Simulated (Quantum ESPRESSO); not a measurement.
## Mn3Si: a ladder in the plane-wave cutoff

Wanted: the cheapest choice of the plane-wave cutoff that holds the magnetic results of Mn3Si.

Calculated with Quantum ESPRESSO 7.5; LDA; plane waves with GBRV 1.5 LDA potentials, no spin-orbit coupling (settings of the first rung).

## Step 1: Set-up

Symmetry: Fm-3m, No. 225, cubic system. The conventional cell has a = 5.722 Å, b = 5.722 Å, c = 5.722 Å, α = 90.00°, β = 90.00°, γ = 90.00°. Nearest to Mn lie 8 Mn at 2.48 Å and 6 Si at 2.86 Å. Nearest to Mn lie 4 Mn at 2.48 Å and 4 Si at 2.48 Å. Nearest to Si lie 14 Mn at 2.48 to 2.86 Å. Farther neighbours, and contacts between anions beyond the nearest, are not listed.

Structure file:

```cif
data_structure
_symmetry_space_group_name_H-M 'Fm-3m'
_symmetry_Int_Tables_number 225
_cell_length_a 5.7220
_cell_length_b 5.7220
_cell_length_c 5.7220
_cell_angle_alpha 90.000
_cell_angle_beta 90.000
_cell_angle_gamma 90.000
_cell_volume 187.35
loop_
_atom_site_label
_atom_site_type_symbol
_atom_site_symmetry_multiplicity
_atom_site_Wyckoff_symbol
_atom_site_fract_x
_atom_site_fract_y
_atom_site_fract_z
_atom_site_occupancy
Mn1 Mn 4 b 0.50000 0.00000 0.00000 1
Mn2 Mn 8 c 0.25000 0.75000 0.75000 1
Si1 Si 4 a 0.00000 0.00000 0.00000 1
```

## Step 2: Rung 1, start ferro +++

The input, pw.in:

```
&CONTROL
  calculation = 'scf'
  prefix = 'pwscf'
  outdir = './tmp'
  pseudo_dir = './pseudo'
  disk_io = 'nowf'
/
&SYSTEM
  ibrav = 0
  nat = 4
  ntyp = 2
  ecutwfc = 18
  ecutrho = 126
  nbnd = 39
  occupations = 'smearing'
  smearing = 'fd'
  degauss = 0.00999582
  nspin = 2
  starting_magnetization(1) = 0.2333
  starting_magnetization(2) = 0
/
&ELECTRONS
  conv_thr = 8d-09
  electron_maxstep = 150
  mixing_beta = 0.3
/
ATOMIC_SPECIES
Mn     54.9380 mn_lda_v1.5.uspp.F.UPF
Si     28.0850 si_lda_v1.uspp.F.UPF
CELL_PARAMETERS bohr
   0.0000000000    5.4065064426    5.4065064426
   5.4065064426    0.0000000000    5.4065064426
   5.4065064426    5.4065064426    0.0000000000
ATOMIC_POSITIONS crystal
Mn      0.5000000000    0.5000000000    0.5000000000
Mn      0.2500000000    0.2500000000    0.2500000000
Mn      0.7500000000    0.7500000000    0.7500000000
Si      0.0000000000    0.0000000000    0.0000000000
K_POINTS automatic
8 8 8 0 0 0
```

Run with:

```bash
$ OMP_NUM_THREADS=1 mpirun -n 2 pw.x -nk 2 -in pw.in > pw.out
```

What it wrote:

```text
Program PWSCF v.7.5 starts

     Message from routine setup:
     using ibrav=0 with symmetry is DISCOURAGED, use correct ibrav instead

     K-points division:     npool     =       2
     Subspace diagonalization in iterative solution of the eigenvalue problem:

     bravais-lattice index     =            0
     lattice parameter (alat)  =       7.6460  a.u.
     unit-cell volume          =     316.0677 (a.u.)^3
     number of atoms/cell      =            4
     number of atomic types    =            2
     number of electrons       =        49.00
     number of Kohn-Sham states=           39
     kinetic-energy cutoff     =      18.0000  Ry
     charge density cutoff     =     126.0000  Ry
     scf convergence threshold =      8.0E-09
     mixing beta               =       0.3000
     number of iterations used =            8  plain     mixing
     Exchange-correlation= SLA  PZ   NOGX NOGC
                           (   1   1   0   0   0   0   0)

     celldm(1)=   7.645955  celldm(2)=   0.000000  celldm(3)=   0.000000
     celldm(4)=   0.000000  celldm(5)=   0.000000  celldm(6)=   0.000000

     crystal axes: (cart. coord. in units of alat)
               a(1) = (   0.000000   0.707107   0.707107 )
               a(2) = (   0.707107   0.000000   0.707107 )
               a(3) = (   0.707107   0.707107   0.000000 )

     reciprocal axes: (cart. coord. in units 2 pi/alat)
               b(1) = ( -0.707107  0.707107  0.707107 )
               b(2) = (  0.707107 -0.707107  0.707107 )
               b(3) = (  0.707107  0.707107 -0.707107 )

     PseudoPot. # 1 for Mn read from file:
     mn_lda_v1.5.uspp.F.UPF
     Pseudo is Ultrasoft + core correction, Zval = 15.0

     PseudoPot. # 2 for Si read from file:
     si_lda_v1.uspp.F.UPF
     Pseudo is Ultrasoft + core correction, Zval =  4.0

     atomic species   valence    mass     pseudopotential
     Mn               15.00    54.93800     Mn( 1.00)
     Si                4.00    28.08500     Si( 1.00)

     Starting magnetic structure
     atomic species   magnetization
     Mn              0.233
     Si              0.000

     48 Sym. Ops., with inversion, found

   Cartesian axes

     site n.     atom                  positions (alat units)
         1        Mn     tau(   1) = (   0.7071068   0.7071068   0.7071068  )
         2        Mn     tau(   2) = (   0.3535534   0.3535534   0.3535534  )
         3        Mn     tau(   3) = (   1.0606602   1.0606602   1.0606602  )
         4        Si     tau(   4) = (   0.0000000   0.0000000   0.0000000  )

     number of k points=    29  Fermi-Dirac smearing, width (Ry)=  0.0100
                       cart. coord. in units 2pi/alat
        k(    1) = (   0.0000000   0.0000000   0.0000000), wk =   0.0019531
        k(    2) = (   0.0883883   0.0883883  -0.0883883), wk =   0.0156250
        k(    3) = (   0.1767767   0.1767767  -0.1767767), wk =   0.0156250
        k(    4) = (   0.2651650   0.2651650  -0.2651650), wk =   0.0156250
        k(    5) = (  -0.3535534  -0.3535534   0.3535534), wk =   0.0078125
        [... 24 further k-points ...]

     Dense  grid:     7631 G-vectors     FFT dimensions: (  27,  27,  27)

     Smooth grid:     3287 G-vectors     FFT dimensions: (  24,  24,  24)

     Check: negative core charge=   -0.000558
     Generating pointlists ...
     new r_m :   0.2526 (alat units)  1.9314 (a.u.) for type    1
     new r_m :   0.2526 (alat units)  1.9314 (a.u.) for type    2

     Initial potential from superposition of free atoms

     starting charge      47.4992, renormalised to      49.0000
     Starting wfcs are   43 randomized atomic wfcs

     Self-consistent Calculation

     iteration #  1     ecut=    18.00 Ry     beta= 0.30
     Davidson diagonalization with overlap
     ethr =  1.00E-02,  avg # of iterations =  4.4

     total energy              =    -634.10345765 Ry
     estimated scf accuracy    <      12.85710180 Ry

     total magnetization       =     2.94 Bohr mag/cell
     absolute magnetization    =     3.05 Bohr mag/cell

     iteration #  2     ecut=    18.00 Ry     beta= 0.30
     Davidson diagonalization with overlap
     ethr =  1.00E-02,  avg # of iterations =  2.0

     total energy              =    -636.48032119 Ry
     estimated scf accuracy    <       1.32706090 Ry

     total magnetization       =     6.82 Bohr mag/cell
     absolute magnetization    =     6.99 Bohr mag/cell

     [... further iterations left out ...]

     iteration # 22     ecut=    18.00 Ry     beta= 0.30
     Davidson diagonalization with overlap
     ethr =  6.57E-10,  avg # of iterations =  2.0

     total energy              =    -636.63801471 Ry
     estimated scf accuracy    <       0.00000002 Ry

     total magnetization       =     1.45 Bohr mag/cell
     absolute magnetization    =     2.55 Bohr mag/cell

     iteration # 23     ecut=    18.00 Ry     beta= 0.30
     Davidson diagonalization with overlap
     ethr =  3.27E-11,  avg # of iterations =  2.0

     Magnetic moment per site  (integrated on atomic sphere of radius R)
     atom   1 (R=0.253)  charge= 13.4515  magn=  1.9356
     atom   2 (R=0.253)  charge= 13.5184  magn= -0.2459
     atom   3 (R=0.253)  charge= 13.5184  magn= -0.2459
     atom   4 (R=0.253)  charge=  2.1325  magn=  0.0006

     End of self-consistent calculation

     [... lines left out ...]
     the Fermi energy is    16.7211 ev

!    total energy              =    -636.63801520 Ry
     estimated scf accuracy    <          5.0E-10 Ry
     smearing contrib. (-TS)   =      -0.02407349 Ry
     internal energy E=F+TS    =    -636.61394171 Ry

     The total energy is F=E-TS. E is the sum of the following terms:
     one-electron contribution =    -288.89506309 Ry
     hartree contribution      =     168.61849424 Ry
     xc contribution           =     -81.35273967 Ry
     ewald contribution        =    -434.98463320 Ry

     total magnetization       =     1.44 Bohr mag/cell
     absolute magnetization    =     2.55 Bohr mag/cell

     convergence has been achieved in  23 iterations

=------------------------------------------------------------------------------=
   JOB DONE.
=------------------------------------------------------------------------------=
```

It took 24 s on 2 MPI ranks of Intel Xeon 6975P-C (Granite Rapids), shared host; peak memory 0.15 GiB.

Spin moment in the atom's sphere by atom:

| atom | spin moment in the atom's sphere (μB) |
| --- | --- |
| Mn1 | 1.94 |
| Mn2 | -0.25 |
| Mn3 | -0.25 |
| Si4 | 0.00 |

Numbers from this step:

| Property | Result |
| --- | --- |
| magnetization | 1.444 μB |
| final state | ferrimagnetic |

The typed signs were not kept.

## Step 3: Rung 1, start ferri +--

The input, pw.in:

```
&CONTROL
  calculation = 'scf'
  prefix = 'pwscf'
  outdir = './tmp'
  pseudo_dir = './pseudo'
  disk_io = 'nowf'
/
&SYSTEM
  ibrav = 0
  nat = 4
  ntyp = 3
  ecutwfc = 18
  ecutrho = 126
  nbnd = 35
  occupations = 'smearing'
  smearing = 'fd'
  degauss = 0.00999582
  nspin = 2
  starting_magnetization(1) = 0.2333
  starting_magnetization(2) = -0.2333
  starting_magnetization(3) = 0
/
&ELECTRONS
  conv_thr = 8d-09
  electron_maxstep = 150
  mixing_beta = 0.3
/
ATOMIC_SPECIES
Mn1    54.9380 mn_lda_v1.5.uspp.F.UPF
Mn2    54.9380 mn_lda_v1.5.uspp.F.UPF
Si     28.0850 si_lda_v1.uspp.F.UPF
CELL_PARAMETERS bohr
   0.0000000000    5.4065064426    5.4065064426
   5.4065064426    0.0000000000    5.4065064426
   5.4065064426    5.4065064426    0.0000000000
ATOMIC_POSITIONS crystal
Mn1     0.5000000000    0.5000000000    0.5000000000
Mn2     0.2500000000    0.2500000000    0.2500000000
Mn2     0.7500000000    0.7500000000    0.7500000000
Si      0.0000000000    0.0000000000    0.0000000000
K_POINTS automatic
8 8 8 0 0 0
```

What it wrote:

```text
     [... lines left out ...]
Program PWSCF v.7.5 starts
     [... lines left out ...]
     number of atoms/cell      =            4
     [... lines left out ...]
     number of electrons       =        49.00
     number of Kohn-Sham states=           35
     kinetic-energy cutoff     =      18.0000  Ry
     charge density cutoff     =     126.0000  Ry
     scf convergence threshold =      8.0E-09
     [... lines left out ...]
     48 Sym. Ops., with inversion, found
     [... lines left out ...]
     number of k points=    29  Fermi-Dirac smearing, width (Ry)=  0.0100
     [... lines left out ...]
     iteration # 19     ecut=    18.00 Ry     beta= 0.30
     [... lines left out ...]
     Magnetic moment per site  (integrated on atomic sphere of radius R)
     atom   1 (R=0.253)  charge= 13.4515  magn=  1.9366
     atom   2 (R=0.253)  charge= 13.5184  magn= -0.2471
     atom   3 (R=0.253)  charge= 13.5184  magn= -0.2471
     atom   4 (R=0.253)  charge=  2.1325  magn=  0.0007
     [... lines left out ...]
     the Fermi energy is    16.7213 ev
!    total energy              =    -636.63801520 Ry
     estimated scf accuracy    <          9.5E-10 Ry
     smearing contrib. (-TS)   =      -0.02407086 Ry
     [... lines left out ...]
     total magnetization       =     1.44 Bohr mag/cell
     absolute magnetization    =     2.55 Bohr mag/cell
     convergence has been achieved in  19 iterations
```

Elapsed: 15 s, on 2 MPI ranks; peak memory 0.15 GiB.

Spin moment in the atom's sphere by atom:

| atom | spin moment in the atom's sphere (μB) |
| --- | --- |
| Mn1 | 1.94 |
| Mn2 | -0.25 |
| Mn3 | -0.25 |
| Si4 | 0.00 |

This step gave:

```yaml
magnetization: 1.443 μB
final_state: ferrimagnetic
```

## Step 4: Rung 2, start ferro +++

The input, pw.in:

```
&CONTROL
  calculation = 'scf'
  prefix = 'pwscf'
  outdir = './tmp'
  pseudo_dir = './pseudo'
  disk_io = 'nowf'
/
&SYSTEM
  ibrav = 0
  nat = 4
  ntyp = 2
  ecutwfc = 24
  ecutrho = 168
  nbnd = 39
  occupations = 'smearing'
  smearing = 'fd'
  degauss = 0.00999582
  nspin = 2
  starting_magnetization(1) = 0.2333
  starting_magnetization(2) = 0
/
&ELECTRONS
  conv_thr = 8d-09
  electron_maxstep = 150
  mixing_beta = 0.3
/
ATOMIC_SPECIES
Mn     54.9380 mn_lda_v1.5.uspp.F.UPF
Si     28.0850 si_lda_v1.uspp.F.UPF
CELL_PARAMETERS bohr
   0.0000000000    5.4065064426    5.4065064426
   5.4065064426    0.0000000000    5.4065064426
   5.4065064426    5.4065064426    0.0000000000
ATOMIC_POSITIONS crystal
Mn      0.5000000000    0.5000000000    0.5000000000
Mn      0.2500000000    0.2500000000    0.2500000000
Mn      0.7500000000    0.7500000000    0.7500000000
Si      0.0000000000    0.0000000000    0.0000000000
K_POINTS automatic
8 8 8 0 0 0
```

What it wrote:

```text
     [... lines left out ...]
Program PWSCF v.7.5 starts
     [... lines left out ...]
     number of atoms/cell      =            4
     [... lines left out ...]
     number of electrons       =        49.00
     number of Kohn-Sham states=           39
     kinetic-energy cutoff     =      24.0000  Ry
     charge density cutoff     =     168.0000  Ry
     scf convergence threshold =      8.0E-09
     [... lines left out ...]
     48 Sym. Ops., with inversion, found
     [... lines left out ...]
     number of k points=    29  Fermi-Dirac smearing, width (Ry)=  0.0100
     [... lines left out ...]
     iteration # 24     ecut=    24.00 Ry     beta= 0.30
     [... lines left out ...]
     Magnetic moment per site  (integrated on atomic sphere of radius R)
     atom   1 (R=0.253)  charge= 13.3390  magn=  2.2114
     atom   2 (R=0.253)  charge= 13.4155  magn= -0.5078
     atom   3 (R=0.253)  charge= 13.4155  magn= -0.5078
     atom   4 (R=0.253)  charge=  2.1356  magn=  0.0243
     [... lines left out ...]
     the Fermi energy is    16.6936 ev
!    total energy              =    -642.49770373 Ry
     estimated scf accuracy    <          5.8E-11 Ry
     smearing contrib. (-TS)   =      -0.01835413 Ry
     [... lines left out ...]
     total magnetization       =     1.27 Bohr mag/cell
     absolute magnetization    =     3.43 Bohr mag/cell
     convergence has been achieved in  24 iterations
```

The job ended after 29 s (2 MPI ranks; peak memory 0.18 GiB; 58 s of CPU time).

Numbers from this step:

```
magnetization  : 1.266 μB
final state    : ferrimagnetic
largest moment : 2.211 μB
```

The typed signs were not kept.

## Step 5: Rung 2, start ferri +--

The input, pw.in:

```
&CONTROL
  calculation = 'scf'
  prefix = 'pwscf'
  outdir = './tmp'
  pseudo_dir = './pseudo'
  disk_io = 'nowf'
/
&SYSTEM
  ibrav = 0
  nat = 4
  ntyp = 3
  ecutwfc = 24
  ecutrho = 168
  nbnd = 35
  occupations = 'smearing'
  smearing = 'fd'
  degauss = 0.00999582
  nspin = 2
  starting_magnetization(1) = 0.2333
  starting_magnetization(2) = -0.2333
  starting_magnetization(3) = 0
/
&ELECTRONS
  conv_thr = 8d-09
  electron_maxstep = 150
  mixing_beta = 0.3
/
ATOMIC_SPECIES
Mn1    54.9380 mn_lda_v1.5.uspp.F.UPF
Mn2    54.9380 mn_lda_v1.5.uspp.F.UPF
Si     28.0850 si_lda_v1.uspp.F.UPF
CELL_PARAMETERS bohr
   0.0000000000    5.4065064426    5.4065064426
   5.4065064426    0.0000000000    5.4065064426
   5.4065064426    5.4065064426    0.0000000000
ATOMIC_POSITIONS crystal
Mn1     0.5000000000    0.5000000000    0.5000000000
Mn2     0.2500000000    0.2500000000    0.2500000000
Mn2     0.7500000000    0.7500000000    0.7500000000
Si      0.0000000000    0.0000000000    0.0000000000
K_POINTS automatic
8 8 8 0 0 0
```

What it wrote:

```text
     [... lines left out ...]
Program PWSCF v.7.5 starts
     [... lines left out ...]
     number of atoms/cell      =            4
     [... lines left out ...]
     number of electrons       =        49.00
     number of Kohn-Sham states=           35
     kinetic-energy cutoff     =      24.0000  Ry
     charge density cutoff     =     168.0000  Ry
     scf convergence threshold =      8.0E-09
     [... lines left out ...]
     48 Sym. Ops., with inversion, found
     [... lines left out ...]
     number of k points=    29  Fermi-Dirac smearing, width (Ry)=  0.0100
     [... lines left out ...]
     iteration # 20     ecut=    24.00 Ry     beta= 0.30
     [... lines left out ...]
     Magnetic moment per site  (integrated on atomic sphere of radius R)
     atom   1 (R=0.253)  charge= 13.3390  magn=  2.2117
     atom   2 (R=0.253)  charge= 13.4155  magn= -0.5081
     atom   3 (R=0.253)  charge= 13.4155  magn= -0.5081
     atom   4 (R=0.253)  charge=  2.1356  magn=  0.0243
     [... lines left out ...]
     the Fermi energy is    16.6936 ev
!    total energy              =    -642.49770372 Ry
     estimated scf accuracy    <          2.4E-09 Ry
     smearing contrib. (-TS)   =      -0.01835115 Ry
     [... lines left out ...]
     total magnetization       =     1.27 Bohr mag/cell
     absolute magnetization    =     3.44 Bohr mag/cell
     convergence has been achieved in  20 iterations
```

It took 21 s on 2 MPI ranks; peak memory 0.18 GiB; 42 s of CPU time.

This step gave:

| Quantity | Value |
| --- | --- |
| magnetization | 1.266 μB |
| final state | ferrimagnetic |
| largest moment | 2.212 μB |

## Step 6: Rung 3, start ferro +++

The input, pw.in:

```
&CONTROL
  calculation = 'scf'
  prefix = 'pwscf'
  outdir = './tmp'
  pseudo_dir = './pseudo'
  disk_io = 'nowf'
/
&SYSTEM
  ibrav = 0
  nat = 4
  ntyp = 2
  ecutwfc = 32
  ecutrho = 224
  nbnd = 39
  occupations = 'smearing'
  smearing = 'fd'
  degauss = 0.00999582
  nspin = 2
  starting_magnetization(1) = 0.2333
  starting_magnetization(2) = 0
/
&ELECTRONS
  conv_thr = 8d-09
  electron_maxstep = 150
  mixing_beta = 0.3
/
ATOMIC_SPECIES
Mn     54.9380 mn_lda_v1.5.uspp.F.UPF
Si     28.0850 si_lda_v1.uspp.F.UPF
CELL_PARAMETERS bohr
   0.0000000000    5.4065064426    5.4065064426
   5.4065064426    0.0000000000    5.4065064426
   5.4065064426    5.4065064426    0.0000000000
ATOMIC_POSITIONS crystal
Mn      0.5000000000    0.5000000000    0.5000000000
Mn      0.2500000000    0.2500000000    0.2500000000
Mn      0.7500000000    0.7500000000    0.7500000000
Si      0.0000000000    0.0000000000    0.0000000000
K_POINTS automatic
8 8 8 0 0 0
```

What it wrote:

```text
     [... lines left out ...]
Program PWSCF v.7.5 starts
     [... lines left out ...]
     number of atoms/cell      =            4
     [... lines left out ...]
     number of electrons       =        49.00
     number of Kohn-Sham states=           39
     kinetic-energy cutoff     =      32.0000  Ry
     charge density cutoff     =     224.0000  Ry
     scf convergence threshold =      8.0E-09
     [... lines left out ...]
     48 Sym. Ops., with inversion, found
     [... lines left out ...]
     number of k points=    29  Fermi-Dirac smearing, width (Ry)=  0.0100
     [... lines left out ...]
     iteration # 24     ecut=    32.00 Ry     beta= 0.30
     [... lines left out ...]
     Magnetic moment per site  (integrated on atomic sphere of radius R)
     atom   1 (R=0.253)  charge= 13.3309  magn=  2.2453
     atom   2 (R=0.253)  charge= 13.4052  magn= -0.5488
     atom   3 (R=0.253)  charge= 13.4052  magn= -0.5488
     atom   4 (R=0.253)  charge=  2.1365  magn=  0.0269
     [... lines left out ...]
     the Fermi energy is    16.7485 ev
!    total energy              =    -643.27222503 Ry
     estimated scf accuracy    <          1.9E-10 Ry
     smearing contrib. (-TS)   =      -0.01819424 Ry
     [... lines left out ...]
     total magnetization       =     1.22 Bohr mag/cell
     absolute magnetization    =     3.57 Bohr mag/cell
     convergence has been achieved in  24 iterations
```

Wall time 44 s (2 MPI ranks); peak memory 0.22 GiB; 88 s of CPU time.

Numbers from this step:

* magnetization: 1.22 μB
* final state: ferrimagnetic
* largest moment: 2.245 μB

The typed signs were not kept.

(Continued in part 2 of 2.)

[Long decimals in the printed logs are rounded to 6 places.]

[Logs and program files are shortened in this print: banners, set-up blocks, solver, clock and traceback lines can be left out without a mark of their own.]

[Logs are printed without paths, hosts, clocks, repeated set-up lines and the standing remarks that a program may print on its own settings, such as how far it seeks lower states.]

[Hosts, paths, dates, database ids (printed as entryN), source tags and the programs' standing remarks are cut or masked in the printed files.]

[Where the starting crystal was built by hand or by swapping elements, it need not be the compound's stable phase.]

[Where a cell is said to come from a database of computed structures, the database is the Materials Project.]

[Lattice constants that a cell's source calls measured were typed from memory.]
